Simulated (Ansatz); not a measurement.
## YMg2TaO6: complex band structure

Wanted: the relaxed cell of YMg2TaO6, its band edges and its decay constants. It is built by putting Mg for Sr in the Sr2YTaO6 structure of space group I4/m, with the volume rescaled by atomic radii. The parent structure comes from the Materials Project.

Method: PBE DFT, plane waves, PAW files, in the first sound run; inputs show where later runs differ, in Ansatz 0.2.0.

The structure was built from a prototype and need not be the compound's stable phase.

## Step 1: The starting structure

The structure is tetragonal, space group I4/m (No. 87). The conventional cell has a = 5.411 Å, b = 5.411 Å, c = 7.849 Å, α = 90.00°, β = 90.00°, γ = 90.00°. Mg has 8 O at 2.44 to 2.71 Å nearest. Nearest to Y lie 6 O at 2.07 to 2.08 Å. Nearest to Ta lie 6 O at 1.86 Å. O has 1 Ta at 1.86 Å and 1 Y at 2.07 Å and 4 Mg at 2.71 Å nearest. O has 1 Ta at 1.86 Å and 1 Y at 2.08 Å and 2 Mg at 2.44 Å nearest. It derives from Sr2YTaO6. Mg for Sr in the Sr2YTaO6 structure of space group I4/m. Farther neighbours and most contacts between anions are not listed.

As a file:

```cif
data_structure
_symmetry_space_group_name_H-M 'I4/m'
_symmetry_Int_Tables_number 87
_cell_length_a 5.4112
_cell_length_b 5.4112
_cell_length_c 7.8487
_cell_angle_alpha 90.000
_cell_angle_beta 90.000
_cell_angle_gamma 90.000
_cell_volume 229.82
loop_
_atom_site_label
_atom_site_type_symbol
_atom_site_symmetry_multiplicity
_atom_site_Wyckoff_symbol
_atom_site_fract_x
_atom_site_fract_y
_atom_site_fract_z
_atom_site_occupancy
Mg1 Mg 4 d 0.00000 0.50000 0.25000 1
Y1 Y 2 a 0.00000 0.00000 0.00000 1
Ta1 Ta 2 b 0.50000 0.50000 0.00000 1
O1 O 4 e 0.50000 0.50000 0.23677 1
O2 O 8 h 0.67340 0.20380 0.00000 1
```

## Step 2: Cell and atoms at rest

The substituted atoms don't fit the parent's cell, so cell and atoms relax together. A small smearing keeps the run stable in case the gap closes on the way.

input.yaml

```yaml
crystal:
  lattice:
    - [-2.7056173869, 2.7056173869, 3.924358148]
    - [2.7056173869, -2.7056173869, 3.924358148]
    - [2.7056173869, 2.7056173869, -3.924358148]
  atoms:
    - { symbol: Mg, position: [0.75, 0.25, 0.5] }
    - { symbol: Mg, position: [0.25, 0.75, 0.5] }
    - { symbol: "Y", position: [0.0, 0.0, 0.0] }
    - { symbol: Ta, position: [0.5, 0.5, 0.0] }
    - { symbol: O, position: [0.73677076, 0.73677076, 0.0] }
    - { symbol: O, position: [0.26322924, 0.26322924, 0.0] }
    - { symbol: O, position: [0.20380358, 0.67340314, 0.87720672] }
    - { symbol: O, position: [0.79619642, 0.32659686, 0.12279328] }
    - { symbol: O, position: [0.32659686, 0.20380358, 0.53040044] }
    - { symbol: O, position: [0.67340314, 0.79619642, 0.46959956] }
kpoints:
  mp_grid: { grid: [6, 6, 6] }
scf:
  occupations: { method: gaussian, width: 0.03 }
hamiltonian:
  xc: pbe
output:
  forces: true
  stress: true
relax:
  f_tol: 0.02
  max_steps: 60
  cell: {}
```

Run with:

```console
> ansatz run input.yaml --threads 2 --pin off --max-ram 4096MiB --backend cpu --events-out ev --progress --plain --runs-dir out
```

Numbers of over 12 decimals in the logs are rounded to 6 here.

Output:

```text
Engine: ansatz 0.2.0, x86_64-unknown-linux-gnu
Pseudopotentials: kind: paw
Pseudopotential: Mg, paw, valence charge 10, recommended cutoff 420 eV (normal), Mg.paw.azcp
Pseudopotential: Y, paw, valence charge 11, recommended cutoff 420 eV (normal), Y.paw.azcp
Pseudopotential: Ta, paw, valence charge 13, recommended cutoff 420 eV (normal), Ta.paw.azcp
Pseudopotential: O, paw, valence charge 6, recommended cutoff 420 eV (normal), O.paw.azcp
Functional definition: PBE
  parameter kappa = 0.804
  parameter beta = 0.066725
  exchange = pbe_x(kappa = kappa, mu = beta*pi^2/3)
  correlation = pbe_c(beta = beta)
Crystal: 10 atoms, lattice volume = 114.911 Å³
Basis set: ecut = 420 eV, 2229 PW (Γ), exchange–correlation on 80×80×80 points (8 copies of the dense FFT grid, shifted against one another)
Bands: 50, of which v1, the nominal top of the filled ones, is band 40 counted from 1 (39 counted from 0)
Symmetry: 8 space group operations
Space group: I4/m (ITA 87), of the structure as read, at distance tolerance 4.9e-5 Å
k-points: 36 of 216
Non-local potential: Mg, projectors of the file, l = 0: 3, l = 1: 2, l = 2: 1
Non-local potential: Y, projectors of the file, l = 0: 3, l = 1: 2, l = 2: 2, l = 3: 1
Non-local potential: Ta, projectors of the file, l = 0: 3, l = 1: 2, l = 2: 2, l = 3: 1
Non-local potential: O, projectors of the file, l = 0: 2, l = 1: 2, l = 2: 1
PAW form: soft (Blöchl's): semilocal exchange-correlation on the pseudo side does not see the compensation charge
PAW one-centre angular grid: Mg, 110 points (default); XC on 64 Gauss nodes
PAW one-centre angular grid: Y, 590 points (default); XC on 64 Gauss nodes
PAW one-centre angular grid: Ta, 590 points (default); XC on 64 Gauss nodes
PAW one-centre angular grid: O, 110 points (default); XC on 64 Gauss nodes
Initial density: superposition of atomic densities (neutral atoms: chi_scale 0, normalization atom), corrected by the library's trained network
Initial wavefunctions: pseudopotential atomic-orbital guess
Functional: x = pbe(κ = 0.804, μ = 0.219515), c = pbe(β = 0.066725)
SCF iter   1: F=—  HF=-21041.468083 eV  |F-HF|=—  |Δ(HF+E_count)|=         —  Δρ=2.07e-3  dr2=2.62e-3  ethr=1.77e-3  ⟨swp⟩=6.4  Hψ=7313  notcnv=0  defer=18
preconditioner: auto → Resta (q_TF=auto, 2.568 Å⁻¹)  ε∞=4.3  [insulator: Δε(μ)=2.284 eV  Ē_g=13.970 eV  σ=0.030 eV  W_gap=1.00  n_scr=26 (ndim 8)  ℏωp=25.5 eV  f_vac=0.000  D(μ)=0.00/eV (n_scr^D=0)  ε∞_Penn≈4.3]
SCF iter   2: F=—  HF=-21041.468158 eV  |F-HF|=—  |Δ(HF+E_count)|=   7.52e-5  Δρ=1.07e-3  dr2=7.08e-4  ethr=3.28e-6  ⟨swp⟩=2.1  Hψ=3323  notcnv=0  defer=90
SCF iter   3: F=—  HF=-21041.468857 eV  |F-HF|=—  |Δ(HF+E_count)|=   7.00e-4  Δρ=4.93e-4  dr2=2.43e-4  ethr=8.85e-7  ⟨swp⟩=2.0  Hψ=2816  notcnv=0  defer=90
SCF iter   4: F=—  HF=-21041.468912 eV  |F-HF|=—  |Δ(HF+E_count)|=   5.45e-5  Δρ=1.22e-4  dr2=1.43e-5  ethr=3.04e-7  ⟨swp⟩=2.0  Hψ=2359  notcnv=0  defer=90
SCF iter   5: F=—  HF=-21041.468890 eV  |F-HF|=—  |Δ(HF+E_count)|=   2.24e-5  Δρ=7.64e-5  dr2=4.76e-6  ethr=1.78e-8  ⟨swp⟩=2.0  Hψ=2748  notcnv=0  defer=90
SCF iter   6: F=—  HF=-21041.468889 eV  |F-HF|=—  |Δ(HF+E_count)|=   8.70e-7  Δρ=1.48e-5  dr2=1.47e-7  ethr=5.95e-9  ⟨swp⟩=2.0  Hψ=2482  notcnv=0  defer=90
SCF iter   7: F=-21041.468889 eV  HF=-21041.468889 eV  |F-HF|=1.08e-8  |Δ(HF+E_count)|=   2.23e-7  Δρ=3.87e-6  dr2=1.94e-8  ethr=1.25e-10  ⟨swp⟩=4.2  Hψ=5913  notcnv=0
SCF 1 converged in 7 iterations: F = -21041.468889 eV  dr2 = 1.94e-8
  greatest PAW one-centre occupation: 1.000 electrons in one spin orbital (limit 2), on the Mg atom at site 1 (counted from 0), in its partial waves of l = 0
relax step   1: F+E_penalty+E_count = -21041.46888890 eV  Δ(F+E_penalty+E_count) = +0.000e0 eV  max|allowed force component| = 3.856e0 eV/Å  Δτ_max = 0.0000 Å  P = +37.384 GPa  Ω = 114.911 Å³  (7 SCF iters, dr2 threshold 1.00e-7 eV, accepted)
Crystal: 10 atoms, lattice volume = 129.902 Å³
Basis set: ecut = 420 eV, 2581 PW (Γ), exchange–correlation on 80×80×80 points (8 copies of the dense FFT grid, shifted against one another)
Initial density: handed on by an earlier stage of this run
Initial wavefunctions: those handed on with the density
iter 1 solved again at ethr=1.13e-3 eV; its pass at ethr=3.10e-3 eV (dr2=9.05e-1 eV) is discarded
SCF iter   1: F=—  HF=-21044.526689 eV  |F-HF|=—  |Δ(HF+E_count)|=         —  Δρ=2.55e-2  dr2=9.01e-1  ethr=1.13e-3  ⟨swp⟩=1.5  Hψ=8682  notcnv=0
preconditioner: auto → Resta (q_TF=auto, 2.517 Å⁻¹)  ε∞=4.4  [insulator: Δε(μ)=1.563 eV  Ē_g=12.983 eV  σ=0.030 eV  W_gap=1.00  n_scr=26 (ndim 8)  ℏωp=23.9 eV  f_vac=0.028  D(μ)=0.00/eV (n_scr^D=0)  ε∞_Penn≈4.4]
SCF iter   2: F=—  HF=-21044.314360 eV  |F-HF|=—  |Δ(HF+E_count)|=   2.12e-1  Δρ=1.12e-2  dr2=2.23e-1  ethr=1.13e-3  ⟨swp⟩=2.3  Hψ=2777  notcnv=0
SCF iter   3: F=—  HF=-21044.261151 eV  |F-HF|=—  |Δ(HF+E_count)|=   5.32e-2  Δρ=5.98e-3  dr2=5.51e-2  ethr=2.78e-4  ⟨swp⟩=3.2  Hψ=3151  notcnv=0  defer=68
SCF iter   4: F=—  HF=-21044.249020 eV  |F-HF|=—  |Δ(HF+E_count)|=   1.21e-2  Δρ=1.42e-3  dr2=2.69e-3  ethr=6.89e-5  ⟨swp⟩=2.1  Hψ=2921  notcnv=0  defer=136
SCF iter   5: F=—  HF=-21044.249230 eV  |F-HF|=—  |Δ(HF+E_count)|=   2.11e-4  Δρ=8.87e-4  dr2=8.41e-4  ethr=3.36e-6  ⟨swp⟩=2.0  Hψ=2895  notcnv=0  defer=141
SCF iter   6: F=—  HF=-21044.249113 eV  |F-HF|=—  |Δ(HF+E_count)|=   1.17e-4  Δρ=2.84e-4  dr2=1.04e-4  ethr=1.05e-6  ⟨swp⟩=2.0  Hψ=2509  notcnv=0  defer=141
SCF iter   7: F=—  HF=-21044.249124 eV  |F-HF|=—  |Δ(HF+E_count)|=   1.07e-5  Δρ=6.92e-5  dr2=7.87e-6  ethr=1.30e-7  ⟨swp⟩=2.0  Hψ=2488  notcnv=0  defer=141
SCF iter   8: F=-21044.249127 eV  HF=-21044.249127 eV  |F-HF|=3.90e-8  |Δ(HF+E_count)|=   2.55e-6  Δρ=9.50e-6  dr2=1.52e-7  ethr=1.25e-9  ⟨swp⟩=3.1  Hψ=6792  notcnv=0
SCF 2 converged in 8 iterations: F = -21044.249127 eV  dr2 = 1.52e-7
relax step   2: F+E_penalty+E_count = -21044.24912674 eV  Δ(F+E_penalty+E_count) = -2.780e0 eV  max|allowed force component| = 3.225e-1 eV/Å  Δτ_max = 0.1968 Å  P = -1.526 GPa  Ω = 129.902 Å³  energy of the carried Pulay correction = -5.274e-2 eV  (8 SCF iters, dr2 threshold 1.00e-6 eV, accepted)
Crystal: 10 atoms, lattice volume = 128.351 Å³
Basis set: ecut = 420 eV, 2509 PW (Γ), exchange–correlation on 80×80×80 points (8 copies of the dense FFT grid, shifted against one another)
iter 1 solved again at ethr=1.47e-5 eV; its pass at ethr=3.10e-3 eV (dr2=1.17e-2 eV) is discarded
SCF iter   1: F=—  HF=-21044.316553 eV  |F-HF|=—  |Δ(HF+E_count)|=         —  Δρ=3.98e-3  dr2=1.18e-2  ethr=1.47e-5  ⟨swp⟩=2.5  Hψ=8381  notcnv=0
[...]
SCF iter   4: F=—  HF=-21044.315348 eV  |F-HF|=—  |Δ(HF+E_count)|=   2.35e-5  Δρ=1.08e-4  dr2=1.23e-5  ethr=1.70e-7  ⟨swp⟩=2.0  Hψ=2852  notcnv=0
iter 5 did not close the SCF: its close was put off for the readings that it lacked (scf_convergence_deferred on its scf_iter line)
SCF iter   5: F=-21044.315354 eV  HF=-21044.315354 eV  |F-HF|=1.32e-7  |Δ(HF+E_count)|=   6.04e-6  Δρ=2.59e-5  dr2=7.28e-7  ethr=1.54e-8  ⟨swp⟩=2.0  Hψ=2572  notcnv=0
SCF iter   6: F=-21044.315354 eV  HF=-21044.315354 eV  |F-HF|=3.46e-8  |Δ(HF+E_count)|=   3.68e-7  Δρ=7.29e-6  dr2=5.78e-8  ethr=9.10e-10  ⟨swp⟩=2.8  Hψ=6172  notcnv=0
SCF 3 converged in 6 iterations: F = -21044.315354 eV  dr2 = 5.78e-8
relax step   3: F+E_penalty+E_count = -21044.31535425 eV  Δ(F+E_penalty+E_count) = -6.623e-2 eV  max|allowed force component| = 1.466e-1 eV/Å  Δτ_max = 0.0564 Å  P = -0.861 GPa  Ω = 128.351 Å³  energy of the carried Pulay correction = -4.758e-2 eV  (6 SCF iters, dr2 threshold 1.00e-6 eV, accepted)
[...]
relax step   4: F+E_penalty+E_count = -21044.34825994 eV  Δ(F+E_penalty+E_count) = -3.291e-2 eV  max|allowed force component| = 2.121e-1 eV/Å  Δτ_max = 0.0124 Å  P = +0.135 GPa  Ω = 128.260 Å³  energy of the carried Pulay correction = -4.728e-2 eV  (6 SCF iters, dr2 threshold 1.00e-6 eV, accepted)
[...]
relax step   5: F+E_penalty+E_count = -21044.35060898 eV  Δ(F+E_penalty+E_count) = -2.349e-3 eV  max|allowed force component| = 6.250e-2 eV/Å  Δτ_max = 0.0033 Å  P = +0.145 GPa  Ω = 128.414 Å³  energy of the carried Pulay correction = -4.779e-2 eV  (6 SCF iters, dr2 threshold 1.00e-6 eV, accepted)
[...]
relax step   6: F+E_penalty+E_count = -21044.35077090 eV  Δ(F+E_penalty+E_count) = -1.619e-4 eV  max|allowed force component| = 1.532e-2 eV/Å  Δτ_max = 0.0029 Å  P = +0.002 GPa  Ω = 128.491 Å³  energy of the carried Pulay correction = -4.805e-2 eV  (6 SCF iters, dr2 threshold 2.44e-7 eV, accepted)
[...]
relax step   7: F+E_penalty+E_count = -21044.44462283 eV  Δ(F+E_penalty+E_count) = -9.385e-2 eV  max|allowed force component| = 1.701e-2 eV/Å  Δτ_max = 0.0000 Å  P = +1.144 GPa  Ω = 128.491 Å³  stress off target by 1.24e0 GPa  SCF on the basis re-selected at this cell (its energy is not comparable with the rows above)  (7 SCF iters)
[...]
relax step   8: F+E_penalty+E_count = -21044.44526161 eV  Δ(F+E_penalty+E_count) = -6.388e-4 eV  max|allowed force component| = 7.183e-2 eV/Å  Δτ_max = 0.0039 Å  P = +0.214 GPa  Ω = 129.401 Å³  energy of the carried Pulay correction = -3.233e-3 eV  (6 SCF iters, dr2 threshold 1.00e-6 eV, accepted)
[...]
relax step   9: F+E_penalty+E_count = -21044.44487275 eV  Δ(F+E_penalty+E_count) = +3.889e-4 eV  max|allowed force component| = 5.662e-4 eV/Å  Δτ_max = 0.0015 Å  P = -0.017 GPa  Ω = 129.578 Å³  energy of the carried Pulay correction = -3.885e-3 eV  (4 SCF iters, dr2 threshold 3.22e-7 eV, accepted)
iter 1 solved again at ethr=6.72e-9 eV; its pass at ethr=3.10e-3 eV (dr2=5.38e-6 eV) is discarded
SCF iter   1: F=—  HF=-21044.448588 eV  |F-HF|=—  |Δ(HF+E_count)|=         —  Δρ=1.15e-4  dr2=1.35e-6  ethr=6.72e-9  ⟨swp⟩=3.9  Hψ=12784  notcnv=0
preconditioner: auto → Resta (q_TF=auto, 2.518 Å⁻¹)  ε∞=4.3  [insulator: Δε(μ)=1.921 eV  Ē_g=13.102 eV  σ=0.030 eV  W_gap=1.00  n_scr=26 (ndim 8)  ℏωp=24.0 eV  f_vac=0.011  D(μ)=0.00/eV (n_scr^D=0)  ε∞_Penn≈4.3]
SCF iter   2: F=—  HF=-21044.448671 eV  |F-HF|=—  |Δ(HF+E_count)|=   8.31e-5  Δρ=5.76e-5  dr2=5.08e-7  ethr=1.69e-9  ⟨swp⟩=2.0  Hψ=2631  notcnv=0
SCF iter   3: F=—  HF=-21044.448705 eV  |F-HF|=—  |Δ(HF+E_count)|=   3.43e-5  Δρ=1.94e-5  dr2=8.76e-8  ethr=6.34e-10  ⟨swp⟩=2.0  Hψ=2408  notcnv=0
SCF iter   4: F=—  HF=-21044.448708 eV  |F-HF|=—  |Δ(HF+E_count)|=   3.37e-6  Δρ=1.97e-6  dr2=7.07e-9  ethr=1.09e-10  ⟨swp⟩=2.0  Hψ=2640  notcnv=0
SCF iter   5: F=—  HF=-21044.448708 eV  |F-HF|=—  |Δ(HF+E_count)|=   1.94e-8  Δρ=1.37e-6  dr2=2.27e-9  ethr=8.84e-12  ⟨swp⟩=2.0  Hψ=2682  notcnv=0
SCF iter   6: F=—  HF=-21044.448708 eV  |F-HF|=—  |Δ(HF+E_count)|=   1.76e-9  Δρ=8.70e-7  dr2=8.84e-10  ethr=2.84e-12  ⟨swp⟩=2.0  Hψ=2718  notcnv=0
SCF iter   7: F=-21044.448708 eV  HF=-21044.448708 eV  |F-HF|=4.73e-11  |Δ(HF+E_count)|=  5.46e-11  Δρ=1.17e-7  dr2=1.40e-11  ethr=1.00e-12  ⟨swp⟩=3.2  Hψ=7108  notcnv=0
SCF 10 converged in 7 iterations: F = -21044.448708 eV  dr2 = 1.40e-11
relax step  10: F+E_penalty+E_count = -21044.44870832 eV  Δ(F+E_penalty+E_count) = -3.836e-3 eV  max|allowed force component| = 6.014e-4 eV/Å  Δτ_max = 0.0000 Å  P = -0.003 GPa  Ω = 129.578 Å³  stress off target by 2.39e-2 GPa  SCF on the basis re-selected at this cell (its energy is not comparable with the rows above)  (7 SCF iters)
basis re-selected at this cell: Δ(F+E_penalty+E_count) = -3.836e-3 eV, ΔP = +0.014 GPa vs the last step (what re-selecting the basis moved, of the pressure what is left beyond the Pulay correction that the steps carried, after the strain that the cell walked since its last selection, with what the two solves' SCF thresholds leave and, on support functions, any second-order correction that the steps lacked; it is no m [...]
SCF converged after 7 iterations
Free energy (F): -21044.448708 eV
Harris-Foulkes:  -21044.448708 eV  (|F-HF|=4.73e-11)
Internal energy: -21044.448708 eV  (E = F + TS)
E sigma→0 (E₀):  -21044.448708 eV
Fermi energy:    8.838833 eV
--- Per-component energies (eV) ---
  E_band       = -992.060675
  E_kinetic    = 1876.745635
  E_local      = -6374.520987  (includes V_loc(G=0)·N_el)
  E_nonlocal   = 541.294831
  E_hartree    = 2226.430983
  E_xc         = -895.642947
  E_vxc        = -1046.787685  (∫ρ·V_xc dr)
  E_paw        = -12757.625960  (= ΣΔE_a)
  E_vpaw       = -441.669110  (= ΣTr[D̂ρ^β])
  E_aug_tail   = 0.014687  (compensation charges beyond the density's cutoff)
  E_ewald      = -5661.144950
  E_smearing   = -0.000000  (= −TS)
  E_closure    = 0.000000  (closes the sum)
  Σ components = -21044.448708   (vs F -21044.448708, Δ=0.00e0)
--- Forces (eV/Å), atoms counted from 1 ---
  atom   1  Mg     0.00000000     0.00000000     0.00000000
  atom   2  Mg    -0.00000000     0.00000000     0.00000000
  atom   3  Y     -0.00000000     0.00000000     0.00000000
  atom   4  Ta     0.00000000     0.00000000    -0.00000000
  atom   5  O     -0.00000000     0.00000000     0.00060139
  atom   6  O     -0.00000000     0.00000000    -0.00060139
  atom   7  O      0.00005191    -0.00002429     0.00000000
  atom   8  O     -0.00005191     0.00002429     0.00000000
  atom   9  O     -0.00002429    -0.00005191    -0.00000000
  atom  10  O      0.00002429     0.00005191     0.00000000
  max |Σ_I F_I| component: 1.12e-17 eV/Å
--- Stress (GPa, compression-positive) ---
        0.006845      -0.000000       0.000000
        0.000000       0.006845       0.000000
        0.000000       0.000000      -0.023858
  P = ⅓ Tr σ = -0.0034 GPa (-0.034 kbar)
--- Relaxed structure (8 steps of the walk, 8 accepted, 2 SCFs on fresh bases) ---
  F+E_penalty+E_count = -21044.44870832 eV   max|allowed force component| = 6.014e-4 eV/Å   (the final SCF, on the basis selected at the relaxed cell)
  cell:  # Å, volume = 129.5783 Å³
    - [-2.834204, 2.834204, 4.032830]
    - [2.834204, -2.834204, 4.032830]
    - [2.834204, 2.834204, -4.032830]
  atoms:
    - { symbol: Mg, position: [0.750000, 0.250000, 0.500000] }
    - { symbol: Mg, position: [0.250000, 0.750000, 0.500000] }
    - { symbol: Y, position: [-1.3524389478924537e-19, -1.3524389478924482e-19, -2.704877895784918e-19] }
    - { symbol: Ta, position: [0.500000, 0.500000, -2.704877895784924e-19] }
    - { symbol: O, position: [0.739115, 0.739115, -2.7048778957849113e-19] }
    - { symbol: O, position: [0.260885, 0.260885, -2.7048778957849123e-19] }
    - { symbol: O, position: [0.173453, 0.641665, 0.815119] }
    - { symbol: O, position: [0.826547, 0.358335, 0.184881] }
    - { symbol: O, position: [0.358335, 0.173453, 0.531788] }
    - { symbol: O, position: [0.641665, 0.826547, 0.468212] }
```

It took 19 s on 2 threads of AMD EPYC 9R45, shared host; peak memory 0.61 GiB.

Relaxation path:

```
step  energy less that of the first step (eV)  largest force component (eV/Å)  pressure (GPa)  volume (Å³)
   1                                   0.0000                          3.8557           37.38       114.91
   2                                  -2.7802                          0.3225           -1.53       129.90
   3                                  -2.8465                          0.1466           -0.86       128.35
   4                                  -2.8794                          0.2121            0.13       128.26
   5                                  -2.8817                          0.0625            0.15       128.41
   6                                  -2.8819                          0.0153            0.00       128.49
  7*                                  -2.9757                          0.0170            1.14       128.49
   8                                  -2.9764                          0.0718            0.21       129.40
   9                                  -2.9760                          0.0006           -0.02       129.58
 10*                                  -2.9798                          0.0006            0.00       129.58
```

Relaxation steps marked * repeat the geometry before them on a plane-wave basis chosen anew for their cell, so energy and pressure can jump there.

Forces are held to the 8 operations that the run works with; a distortion that breaks them can't arise in this run.

```csv
"conventional cell, symmetrised",before,after,change
a (Å),5.411,5.668,+4.8 %
b (Å),5.411,5.668,+4.8 %
c (Å),7.849,8.066,+2.8 %
volume (Å³/atom),11.49,12.96,+12.8 %
```

The atoms that moved most (Å, as changes of fractional coordinates times the final cell):

```
atom      dx      dy      dz  length
 O10   0.172  -0.180   0.000   0.249
  O7  -0.180  -0.172   0.000   0.249
  O8   0.180   0.172   0.000   0.249
  O9  -0.172   0.180   0.000   0.249
  O6   0.000   0.000  -0.019   0.019
  O5   0.000   0.000   0.019   0.019
```

This step gave:

```
free energy  : -21044.4487 eV
Fermi energy : 8.839 eV
pressure     : -0.003389 GPa
```

The largest force component on a free atom ends at 6.0e-4 eV/Å.

[end of part 1 of 3]

[Logs are printed without paths, hosts, clocks, repeated set-up lines and the standing remarks that a program may print on its own settings, such as how far it seeks lower states.]

[Hosts, paths, dates, database ids (printed as entryN), source tags and the programs' standing remarks are cut or masked in the printed files.]
